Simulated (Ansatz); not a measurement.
# Work function of Li(110): what the settings cost and change, part 2 of 2

How far do functional and pseudopotentials move the work function of Li(110), and at what cost?

Ansatz 0.2.0; plane-wave DFT, PBE, Ansatz PAW (the session's first sound run).

So far, work function, upper face (eV): step 2 (run, setting PBE, Ansatz PAW (420 eV)) 3.25; step 5 (RPBE) 3.21; step 6 (r2SCAN) 3.26; step 7 (PBE JTH) 3.25; step 8 (PBE norm-conserving) 3.25.

## 9. Run

This step: plane-wave DFT, LDA, norm-conserving (Ansatz 0.2.0).

input.yaml

```yaml
crystal:
  lattice:
    - [2.4678026663, -1.745, 0.0]
    - [2.4678026663, 1.745, 0.0]
    - [0.0, 0.0, 32.806815998]
  atoms:
    - { symbol: Li, position: [0.0, 0.0, 0.2743332361] }
    - { symbol: Li, position: [0.5, 0.5, 0.3495554908] }
    - { symbol: Li, position: [0.0, 0.0, 0.4247777454] }
    - { symbol: Li, position: [0.5, 0.5, 0.5] }
    - { symbol: Li, position: [0.0, 0.0, 0.5752222546] }
    - { symbol: Li, position: [0.5, 0.5, 0.6504445092] }
    - { symbol: Li, position: [0.0, 0.0, 0.7256667639] }
kpoints:
  mp_grid: { grid: [14, 14, 1] }
hamiltonian:
  xc: lda
  pseudopotentials: { kind: nc }
scf:
  occupations: { method: fermi_dirac, width: 0.1 }
  convergence: { dr2_threshold: 1.0e-09 }
efield:
  axis: 3
  dipole_correction: true
  ramp_position: 0.97
  ramp_width: 0.06
output:
  write_potential: true
  write_density: true
  volumetric_format: npy
```

Command:

```
> ansatz run input.yaml --threads 2 --pin off --max-ram 3072MiB --backend cpu --events-out ev --progress --plain --runs-dir out
```

Numbers of over 12 decimals in the logs are rounded to 6 here.

What it wrote:

```text
[...]
Crystal: 7 atoms, lattice volume = 282.553 Å³
Basis set: ecut = 1006.821291 eV, 20393 PW (Γ)
Bands: 18, of which v1, the nominal top of the filled ones, is band 11 counted from 1 (10 counted from 0)
Symmetry: 4 space group operations
k-points: 57 of 196
[...]
k-point 1: bands = [... 7 lower, -4.4317, -4.2302, -3.8625, -3.3207, -2.6311, -1.8437, -1.1078, -0.7760, ... 3 higher]
  k-point 2: bands = [... 7 lower, -4.2212, -4.0195, -3.6513, -3.1080, -2.4145, -1.6161, -0.8540, -0.4974, ... 3 higher]
  k-point 56: bands = [... 7 lower, -0.7973, -0.5504, -0.1009, 0.5608, 1.4094, 2.0402, 2.1430, 2.3514, ... 3 higher]
[key lines of the parts left out:]
SCF converged after 11 iterations
Free energy (F): -1354.869355 eV
Fermi energy:    -1.120343 eV
Dipole field:    D = -0.000001 V/Å  (p = -0.000001 e·Å, saw-weighted, corrected)
Work function:   Φ+ = 3.3420 eV   Φ− = 3.3420 eV
```

Run time: 2.9 min. Hardware: 2 threads of Arm Neoverse N1, shared host; peak memory 1.4 GiB.

The work function is 3.342 eV, +0.088 eV from the run “PBE, Ansatz PAW (420 eV)”, at 4.9 times its CPU time.

## 10. Run, setting PBE, all layers relaxed

This step: plane-wave DFT, PBE, Ansatz PAW (Ansatz 0.2.0).

Edit input.yaml of step 9 so:

```diff
@@ -16,4 +16,3 @@
 hamiltonian:
-  xc: lda
-  pseudopotentials: { kind: nc }
+  xc: pbe
 scf:
@@ -26,2 +25,5 @@
   ramp_width: 0.06
+relax:
+  f_tol: 0.01
+  max_steps: 40
 output:
```

What it wrote:

```text
[...]
Crystal: 7 atoms, lattice volume = 282.553 Å³
Basis set: ecut = 420 eV, 5433 PW (Γ), exchange–correlation on 48×48×450 points (8 copies of the dense FFT grid, shifted against one another)
Bands: 18, of which v1, the nominal top of the filled ones, is band 11 counted from 1 (10 counted from 0)
Symmetry: 4 space group operations
k-points: 57 of 196
[...]
- { symbol: Li, position: [0.5, 0.5, 0.353603] }
    - { symbol: Li, position: [-8.574733657899022e-19, 8.574733657899022e-19, 0.426421] }
    - { symbol: Li, position: [0.5, 0.5, 0.500000] }
    - { symbol: Li, position: [8.574747050398221e-19, -8.574747050398221e-19, 0.573579] }
    - { symbol: Li, position: [0.5, 0.5, 0.646397] }
    - { symbol: Li, position: [4.734925827612978e-18, -4.734925827612978e-18, 0.716593] }
[key lines of the parts left out:]
SCF converged after 6 iterations
Free energy (F): -1432.349435 eV
Fermi energy:    -0.989456 eV
Dipole field:    D = -0.000000 V/Å  (p = -0.000000 e·Å, saw-weighted, corrected)
Work function:   Φ+ = 3.2002 eV   Φ− = 3.2001 eV
```

Wall time 92 s (2 threads); peak memory 0.57 GiB.

The relaxation took 4 steps and lowered the energy by 0.023 eV; the largest force on the free atoms ends at 0.0017 eV/Å.

The work function is 3.200 eV, -0.053 eV from the run “PBE, Ansatz PAW (420 eV)”, at 2.4 times its CPU time.

## 11. The series together

Times are for 2 threads of Arm Neoverse N1, shared host. The series side by side:

```csv
no.,setting,"work function, upper face (eV)",time,memory (GiB)
1,"PBE, Ansatz PAW (420 eV)",3.254,34 s,0.62
2,"LDA, Ansatz PAW (420 eV)",3.343,35 s,0.61
3,"PBEsol, Ansatz PAW (420 eV)",3.282,36 s,0.63
4,"RPBE, Ansatz PAW (420 eV)",3.206,38 s,0.63
5,"r2SCAN, Ansatz PAW (500 eV)",3.257,83 s,0.77
6,"PBE, JTH PAW (1170 eV)",3.253,3.5 min,2.1
7,"PBE, norm-conserving (1034 eV)",3.253,2.7 min,1.4
8,"LDA, norm-conserving (1007 eV)",3.342,2.9 min,1.4
9,"PBE, all layers relaxed",3.200,92 s,0.57
```

## 12. The same run with other settings

An input spoilt on purpose, to show how the run answers: it repeats the earlier run “PBE, Ansatz PAW (420 eV)” with efield.ramp_position from 0.97 to 0.475, and scf.max_iter set to 50; its output block differs too.

Edit input.yaml of step 10 so:

```diff
@@ -20,2 +20,3 @@
   convergence: { dr2_threshold: 1.0e-09 }
+  max_iter: 50
 efield:
@@ -23,7 +24,4 @@
   dipole_correction: true
-  ramp_position: 0.97
+  ramp_position: 0.475
   ramp_width: 0.06
-relax:
-  f_tol: 0.01
-  max_steps: 40
 output:
```

What it wrote:

```text
Engine: ansatz 0.2.0, aarch64-unknown-linux-gnu
Pseudopotentials: kind: paw
Pseudopotential: Li, paw, valence charge 3, recommended cutoff 420 eV (normal), Li.paw.azcp
Functional definition: PBE
  parameter kappa = 0.804
  parameter beta = 0.066725
  exchange = pbe_x(kappa = kappa, mu = beta*pi^2/3)
  correlation = pbe_c(beta = beta)
Crystal: 7 atoms, lattice volume = 282.553 Å³
Basis set: ecut = 420 eV, 5433 PW (Γ)
Bands: 18, of which v1, the nominal top of the filled ones, is band 11 counted from 1 (10 counted from 0)
Symmetry: 4 space group operations
k-points: 57 of 196
Non-local potential: Li, projectors of the file, l = 0: 3, l = 1: 2, l = 2: 1
PAW form: soft (Blöchl's): semilocal exchange-correlation on the pseudo side does not see the compensation charge
PAW one-centre angular grid: Li, 110 points (default); XC on 64 Gauss nodes
Initial density: superposition of atomic densities (neutral atoms: chi_scale 0, normalization atom), corrected by the library's trained network
Initial wavefunctions: pseudopotential atomic-orbital guess
Functional: x = pbe(κ = 0.804, μ = 0.219515), c = pbe(β = 0.066725)
Error: efield: ion 3 (Li) at fractional coordinate 0.5000 along the field axis lies inside the sawtooth ramp with 2 of the planes that the density is read on at each end, [0.4661, 0.5439] — the ramp must sit in vacuum (an ion there feels the fictitious reversed slope); set or move the ramp (efield.ramp_position / ramp_width) or move the geometry
```

Elapsed: 0.67 s, on 2 threads; peak memory 0.32 GiB.

The input was rejected at the start.

The program's message: “Error: efield: ion 3 (Li) at fractional coordinate 0.5000 along the field axis lies inside the sawtooth ramp with 2 of the planes that the density is read on at each end, [0.4661, 0.5439] — the ramp m …”

The fault put into the input: the ramp among the atoms.

## 13. Results

* work function, PBE, Ansatz PAW (420 eV): 3.254 eV
* work function, LDA, Ansatz PAW (420 eV): 3.343 eV
* work function, r2SCAN, Ansatz PAW (500 eV): 3.257 eV
* work function, PBE, all layers relaxed: 3.200 eV

What this shows: PBE on the default files gives 3.25 eV, and the settings tried spread the value from 3.20 to 3.34 eV. At one geometry LDA lies 0.09 eV above PBE. The choice of pseudopotentials moves the PBE value by 0.001 eV. Relaxing the layers changes it by -0.053 eV. The ladder's slabs use the tabulated experimental lattice constant (two decimals; a low-temperature value for the alkali metals).

[Logs are printed without paths, hosts, clocks, repeated set-up lines and the standing remarks that a program may print on its own settings, such as how far it seeks lower states.]

[Hosts, paths, dates, database ids (printed as entryN), source tags and the programs' standing remarks are cut or masked in the printed files.]

[Maps of the electrostatic potential energy from Ansatz leave out the sawtooth potential of an applied field or a dipole correction, so their vacuum need not be flat; planar profiles and work functions include it.]
